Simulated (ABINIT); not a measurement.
# RbCaH3 (Pm-3m): G0W0 in ABINIT against the plane-wave cutoff

Aim: move the plane-wave cutoff of a G0W0 run on RbCaH3 (Pm-3m) over a wide range.

Main program and level: ABINIT 10.8.3; LDA and many-body steps on it, plane waves.

Report form: the programs' logs are mostly left out.

## 1. Starting point

The structure is cubic, space group Pm-3m (No. 221). Conventional cell: a = 4.547 Å, b = 4.547 Å, c = 4.547 Å, α = 90.00°, β = 90.00°, γ = 90.00°. Nearest to Rb lie 12 H at 3.22 Å. Ca has 6 H at 2.27 Å nearest. Nearest to H lie 2 Ca at 2.27 Å and 8 H at 3.22 Å and 4 Rb at 3.22 Å. Farther neighbours are not listed.

As a file:

```cif
data_structure
_symmetry_space_group_name_H-M 'Pm-3m'
_symmetry_Int_Tables_number 221
_cell_length_a 4.5470
_cell_length_b 4.5470
_cell_length_c 4.5470
_cell_angle_alpha 90.000
_cell_angle_beta 90.000
_cell_angle_gamma 90.000
_cell_volume 94.01
loop_
_atom_site_label
_atom_site_type_symbol
_atom_site_symmetry_multiplicity
_atom_site_Wyckoff_symbol
_atom_site_fract_x
_atom_site_fract_y
_atom_site_fract_z
_atom_site_occupancy
Rb1 Rb 1 a 0.00000 0.00000 0.00000 1
Ca1 Ca 1 b 0.50000 0.50000 0.50000 1
H1 H 3 c 0.00000 0.50000 0.50000 1
```

The cell and positions come from the Crystallography Open Database and are kept as given unless a step says otherwise.

## 2. Empty states on the mesh, 2×2×2 mesh, 179 bands

This step: ABINIT 10.8.3; DFT, LDA, plane waves, norm-conserving pseudopotentials.

The sums over transitions need many empty states on a uniform mesh; this step solves for them.

run.abi

```
acell 3*1.0 Angstrom
rprim 
  4.547000000000 0.000000000000 0.000000000000
  0.000000000000 4.547000000000 0.000000000000
  0.000000000000 0.000000000000 4.547000000000
ntypat 3
znucl 37 20 1
natom 5
typat 1 2 3 3 3
xred 
  0.000000000000 0.000000000000 0.000000000000
  0.500000000000 0.500000000000 0.500000000000
  0.000000000000 0.500000000000 0.500000000000
  0.500000000000 0.000000000000 0.500000000000
  0.500000000000 0.500000000000 0.000000000000
pp_dirpath "pseudos"
pseudos "Rb.upf, Ca.upf, H.upf"
ecut 31
ngkpt 2 2 2
nshiftk 1
shiftk 0 0 0
kptopt 1
chksymbreak 0
iscf -2
irdden 1
istwfk *1
nband 179
nbdbuf 16
tolwfr 1e-09
nstep 60
prtvol 0
indata_prefix "in"
outdata_prefix "out"
tmpdata_prefix "tmp"
```

The run is started by

```
> OMP_NUM_THREADS=1 mpirun -n 4 abinit run.abi > log
```

Run time: 50 s. Hardware: 4 MPI ranks of Arm Neoverse V1, shared host; peak memory 0.38 GiB; 3.3 min of CPU time.

Numbers from this step:

- gap: 2.932 eV
- k of the valence top: 0.5, 0.5, 0
- k of the conduction bottom: 0.5, 0.5, 0
- least direct gap: 2.932 eV
- k points computed: 4
- lowest point of the top converged band, above the valence top: 72.3230 eV

On this mesh the gap is 2.932 eV.

The density comes from a self-consistent run that is not shown.

## 3. Empty states on the mesh, 2×2×2 mesh, 53 bands

run.abi, as its differences from that of step 2:

```diff
@@ -17,3 +17,3 @@
 pseudos "Rb.upf, Ca.upf, H.upf"
-ecut 31
+ecut 19
 ngkpt 2 2 2
@@ -26,4 +26,4 @@
 istwfk *1
-nband 179
-nbdbuf 16
+nband 53
+nbdbuf 4
 tolwfr 1e-09
```

Elapsed: 6.5 s, on 4 MPI ranks; peak memory 0.26 GiB; 26 s of CPU time.

Numbers from this step:

```yaml
gap: 2.947 eV
k_of_the_valence_top: 0.5, 0.5, 0
k_of_the_conduction_bottom: 0.5, 0.5, 0
least_direct_gap: 2.947 eV
k_points_computed: 4
lowest_point_of_the_top_converged_band_above_the_valence_top: 25.88 eV
```

On this mesh the gap is 2.947 eV.

## 4. Empty states on the mesh, 2×2×2 mesh, 53 bands

run.abi, as its differences from that of step 3:

```diff
@@ -17,3 +17,3 @@
 pseudos "Rb.upf, Ca.upf, H.upf"
-ecut 19
+ecut 25
 ngkpt 2 2 2
```

It took 8.9 s on 4 MPI ranks; peak memory 0.28 GiB.

This step gave:

- gap: 2.931 eV
- k of the valence top: 0.5, 0.5, 0
- k of the conduction bottom: 0.5, 0.5, 0
- least direct gap: 2.931 eV
- k points computed: 4
- lowest point of the top converged band, above the valence top: 25.89 eV

On this mesh the gap is 2.931 eV.

## 5. Empty states on the mesh, 2×2×2 mesh, 53 bands

run.abi, as its differences from that of step 4:

```diff
@@ -17,3 +17,3 @@
 pseudos "Rb.upf, Ca.upf, H.upf"
-ecut 25
+ecut 39
 ngkpt 2 2 2
```

Run time: 14 s. Hardware: 4 MPI ranks; peak memory 0.33 GiB; 56 s of CPU time.

This step gave:

| Property | Result |
| --- | --- |
| gap | 2.932 eV |
| k of the valence top | 0.5, 0.5, 0 |
| k of the conduction bottom | 0.5, 0.5, 0 |
| least direct gap | 2.932 eV |
| k points computed | 4 |
| lowest point of the top converged band, above the valence top | 25.89 eV |

On this mesh the gap is 2.932 eV.

## 6. Screening, 2×2×2 mesh, 49 bands, screening to 106.1 eV

The RPA dielectric matrix is built and inverted for each q.

This step: RPA screening on LDA, plane waves, norm-conserving pseudopotentials.

run.abi, as its differences from that of step 5:

```diff
@@ -17,3 +17,3 @@
 pseudos "Rb.upf, Ca.upf, H.upf"
-ecut 39
+ecut 19
 ngkpt 2 2 2
@@ -23,10 +23,11 @@
 chksymbreak 0
-iscf -2
-irdden 1
 istwfk *1
-nband 53
-nbdbuf 4
-tolwfr 1e-09
-nstep 60
-prtvol 0
+occopt 1
+irdwfk 1
+optdriver 3
+nband 49
+ecuteps 3.9
+inclvkb 2
+awtr 1
+symchi 1
 indata_prefix "in"
```

It took 4 s on 4 MPI ranks; peak memory 0.4 GiB; 16 s of CPU time.

Numbers from this step:

| Quantity | Value |
| --- | --- |
| ε∞ with local fields, on this mesh, along the program's q direction | 3.774 |
| the same without local fields | 4.263 |
| plasma frequency | 17.96 eV |
| plane waves in the screening matrix | 251 |

Local fields lower ε∞ by 11 %. On a Γ-centred mesh this coarse the value itself is usually too large, while a short band sum pulls it down.

## 7. 19 Ha

This step: G0W0 on LDA, plane waves, norm-conserving pseudopotentials.

run.abi, as its differences from that of step 6:

```diff
@@ -26,8 +26,17 @@
 irdwfk 1
-optdriver 3
+optdriver 4
 nband 49
+gwcalctyp 0
+ecutsigx 19
+symsigma 1
+nkptgw 2
+kptgw 
+  0.5000000000 0.5000000000 0.0000000000
+  0.0000000000 0.0000000000 0.0000000000
+bdgw 
+  10 14
+  10 14
 ecuteps 3.9
-inclvkb 2
-awtr 1
-symchi 1
+irdscr 1
+ppmodel 1
 indata_prefix "in"
```

It took 5 s on 4 MPI ranks; peak memory 0.45 GiB; 20 s of CPU time.

This step gave:

| Quantity | Value |
| --- | --- |
| G0W0 gap on the points computed | 5.372 eV |
| starting gap on the mesh | 2.947 eV |
| k of the valence top | 0.5, 0.5, 0 |
| k of the conduction bottom | 0.5, 0.5, 0 |
| Z at the valence top | 0.78 |
| Z at the conduction bottom | 0.825 |
| least direct G0W0 gap on the computed points | 5.372 eV |

## 8. Screening, 2×2×2 mesh, 49 bands, screening to 106.1 eV

This step: RPA screening on LDA, plane waves, norm-conserving pseudopotentials.

run.abi, as its differences from that of step 7:

```diff
@@ -17,3 +17,3 @@
 pseudos "Rb.upf, Ca.upf, H.upf"
-ecut 19
+ecut 25
 ngkpt 2 2 2
@@ -26,17 +26,8 @@
 irdwfk 1
-optdriver 4
+optdriver 3
 nband 49
-gwcalctyp 0
-ecutsigx 19
-symsigma 1
-nkptgw 2
-kptgw 
-  0.5000000000 0.5000000000 0.0000000000
-  0.0000000000 0.0000000000 0.0000000000
-bdgw 
-  10 14
-  10 14
 ecuteps 3.9
-irdscr 1
-ppmodel 1
+inclvkb 2
+awtr 1
+symchi 1
 indata_prefix "in"
```

Elapsed: 4.6 s, on 4 MPI ranks; peak memory 0.44 GiB; 18 s of CPU time.

This step gave:

```yaml
eps_infinity_with_local_fields_on_this_mesh_along_the_program_s_q_direction: 3.794
the_same_without_local_fields: 4.285
plasma_frequency: 17.96 eV
plane_waves_in_the_screening_matrix: 251
```

## 9. 25 Ha

The self-energy is evaluated for the states that the input lists, and the levels follow from it, in one-shot runs by the linearised quasiparticle equation.

This step: G0W0 on LDA, plane waves, norm-conserving pseudopotentials.

run.abi, as its differences from that of step 8:

```diff
@@ -26,8 +26,17 @@
 irdwfk 1
-optdriver 3
+optdriver 4
 nband 49
+gwcalctyp 0
+ecutsigx 25
+symsigma 1
+nkptgw 2
+kptgw 
+  0.5000000000 0.5000000000 0.0000000000
+  0.0000000000 0.0000000000 0.0000000000
+bdgw 
+  10 14
+  10 14
 ecuteps 3.9
-inclvkb 2
-awtr 1
-symchi 1
+irdscr 1
+ppmodel 1
 indata_prefix "in"
```

The job ended after 5.2 s (4 MPI ranks; peak memory 0.57 GiB).

Numbers from this step:

| Property | Result |
| --- | --- |
| G0W0 gap on the points computed | 5.366 eV |
| starting gap on the mesh | 2.931 eV |
| k of the valence top | 0.5, 0.5, 0 |
| k of the conduction bottom | 0.5, 0.5, 0 |
| Z at the valence top | 0.779 |
| Z at the conduction bottom | 0.824 |
| least direct G0W0 gap on the computed points | 5.366 eV |

The gap on the mesh goes from 2.93 eV to 5.37 eV, a correction of +2.43 eV.

## 10. Screening, 2×2×2 mesh, 49 bands, screening to 106.1 eV

This step: RPA screening on LDA, plane waves, norm-conserving pseudopotentials.

run.abi, as its differences from that of step 9:

```diff
@@ -17,3 +17,3 @@
 pseudos "Rb.upf, Ca.upf, H.upf"
-ecut 25
+ecut 31
 ngkpt 2 2 2
@@ -26,17 +26,8 @@
 irdwfk 1
-optdriver 4
+optdriver 3
 nband 49
-gwcalctyp 0
-ecutsigx 25
-symsigma 1
-nkptgw 2
-kptgw 
-  0.5000000000 0.5000000000 0.0000000000
-  0.0000000000 0.0000000000 0.0000000000
-bdgw 
-  10 14
-  10 14
 ecuteps 3.9
-irdscr 1
-ppmodel 1
+inclvkb 2
+awtr 1
+symchi 1
 indata_prefix "in"
```

Elapsed: 5.2 s, on 4 MPI ranks; peak memory 0.5 GiB; 20 s of CPU time.

Numbers from this step:

| Item | Value |
| --- | --- |
| ε∞ with local fields, on this mesh, along the program's q direction | 3.794 |
| the same without local fields | 4.285 |
| plasma frequency | 17.96 eV |
| plane waves in the screening matrix | 251 |

## 11. 31 Ha

This step: G0W0 on LDA, plane waves, norm-conserving pseudopotentials.

run.abi, as its differences from that of step 10:

```diff
@@ -26,8 +26,17 @@
 irdwfk 1
-optdriver 3
+optdriver 4
 nband 49
+gwcalctyp 0
+ecutsigx 31
+symsigma 1
+nkptgw 2
+kptgw 
+  0.5000000000 0.5000000000 0.0000000000
+  0.0000000000 0.0000000000 0.0000000000
+bdgw 
+  10 14
+  10 14
 ecuteps 3.9
-inclvkb 2
-awtr 1
-symchi 1
+irdscr 1
+ppmodel 1
 indata_prefix "in"
```

It took 5.5 s on 4 MPI ranks; peak memory 0.64 GiB; 22 s of CPU time.

Numbers from this step:

```
G0W0 gap on the points computed              : 5.367 eV
starting gap on the mesh                     : 2.932 eV
k of the valence top                         : 0.5, 0.5, 0
k of the conduction bottom                   : 0.5, 0.5, 0
least direct G0W0 gap on the computed points : 5.367 eV
```

Against the run before, the gap moves by +0.001 eV.

## 12. Screening, 2×2×2 mesh, 49 bands, screening to 106.1 eV

This step: RPA screening on LDA, plane waves, norm-conserving pseudopotentials.

run.abi, as its differences from that of step 11:

```diff
@@ -17,3 +17,3 @@
 pseudos "Rb.upf, Ca.upf, H.upf"
-ecut 31
+ecut 39
 ngkpt 2 2 2
@@ -26,17 +26,8 @@
 irdwfk 1
-optdriver 4
+optdriver 3
 nband 49
-gwcalctyp 0
-ecutsigx 31
-symsigma 1
-nkptgw 2
-kptgw 
-  0.5000000000 0.5000000000 0.0000000000
-  0.0000000000 0.0000000000 0.0000000000
-bdgw 
-  10 14
-  10 14
 ecuteps 3.9
-irdscr 1
-ppmodel 1
+inclvkb 2
+awtr 1
+symchi 1
 indata_prefix "in"
```

Run time: 5.8 s. Hardware: 4 MPI ranks; peak memory 0.54 GiB; 23 s of CPU time.

This step gave:

| Property | Result |
| --- | --- |
| ε∞ with local fields, on this mesh, along the program's q direction | 3.793 |
| the same without local fields | 4.284 |
| plasma frequency | 17.96 eV |
| plane waves in the screening matrix | 251 |

## 13. 39 Ha

This step: G0W0 on LDA, plane waves, norm-conserving pseudopotentials.

run.abi, as its differences from that of step 12:

```diff
@@ -26,8 +26,17 @@
 irdwfk 1
-optdriver 3
+optdriver 4
 nband 49
+gwcalctyp 0
+ecutsigx 39
+symsigma 1
+nkptgw 2
+kptgw 
+  0.5000000000 0.5000000000 0.0000000000
+  0.0000000000 0.0000000000 0.0000000000
+bdgw 
+  10 14
+  10 14
 ecuteps 3.9
-inclvkb 2
-awtr 1
-symchi 1
+irdscr 1
+ppmodel 1
 indata_prefix "in"
```

Run time: 5.9 s. Hardware: 4 MPI ranks; peak memory 0.5 GiB; 23 s of CPU time.

This step gave:

| Quantity | Value |
| --- | --- |
| G0W0 gap on the points computed | 5.367 eV |
| starting gap on the mesh | 2.932 eV |
| k of the valence top | 0.5, 0.5, 0 |
| k of the conduction bottom | 0.5, 0.5, 0 |
| least direct G0W0 gap on the computed points | 5.367 eV |

Against the run before, the gap moves by +0.000 eV.

## 14. Side by side

Times are wall times on 4 MPI ranks of Arm Neoverse V1, shared host, good to a factor of about two. A run's time includes the screening step that it read.

| run | mesh | bands | screening cutoff (eV) | DFT gap (eV) | gap on the mesh (eV) | direct (eV) | ε∞ used | time |
| --- | --- | --- | --- | --- | --- | --- | --- | --- |
| 19 Ha | 2×2×2 | 49 | 106.1 | 2.947 | 5.372 | 5.372 | 3.77 | 8.9 s |
| 25 Ha | 2×2×2 | 49 | 106.1 | 2.931 | 5.366 | 5.366 | 3.79 | 9.7 s |
| 31 Ha | 2×2×2 | 49 | 106.1 | 2.932 | 5.367 | 5.367 | 3.79 | 11 s |
| 39 Ha | 2×2×2 | 49 | 106.1 | 2.932 | 5.367 | 5.367 | 3.79 | 12 s |

## 15. What came out

- 19 Ha: 5.372 eV
- 25 Ha: 5.366 eV
- 31 Ha: 5.367 eV
- 39 Ha: 5.367 eV
- known limits: not at the basis limit; no spin-orbit coupling; coarse k mesh

**Reading.** The setting moved: plane-wave cutoff. From 19 Ha to 39 Ha the gap moves by −0.005 eV. It holds to 0.03 eV from 19 Ha on. Bands and screening cutoff are coupled, so a series along one setting does not show full convergence. Bands and cutoff are finite, so the gap is not at the basis limit. The miss can reach some tenths of an eV and take either sign; the mesh is an error of its own. In the first G0W0 run levels were corrected at 2 k points alone, so a gap called «on the mesh» is the least over those, and an edge elsewhere would be missed. The 2×2×2 mesh is coarse for this cell, which bears on the long-range parts of exchange and screening. This is the ideal cubic cell; many perovskites, halides above all, are cubic only on average, and local tilts or off-centring can widen the gap. The many-body steps are scalar-relativistic: spin-orbit coupling is not in them.

[Paths, hosts, dates, memory and timing lines, banners, echoed tables and standing remarks are left out of the program output.]

[Logs are printed without paths, hosts, clocks, repeated set-up lines and the standing remarks that a program may print on its own settings, such as how far it seeks lower states.]

[Runs of the session that timed out or met a known fault of the program may be left out.]

[No measured gap is set beside runs whose start may be inverted or whose files or cutoffs have a known fault.]

[Hosts, paths, dates, database ids (printed as entryN), source tags and the programs' standing remarks are cut or masked in the printed files.]

[G0W0 gaps are taken among the corrected bands and points alone; a level outside them can change the order at an edge.]

[Where Ansatz stands beside ABINIT at settings called matched, ABINIT's density can come from a denser mesh and the files from another edition; pairs whose starting gaps differed by over 0.03 eV were left out, so agreement reads better than it is.]
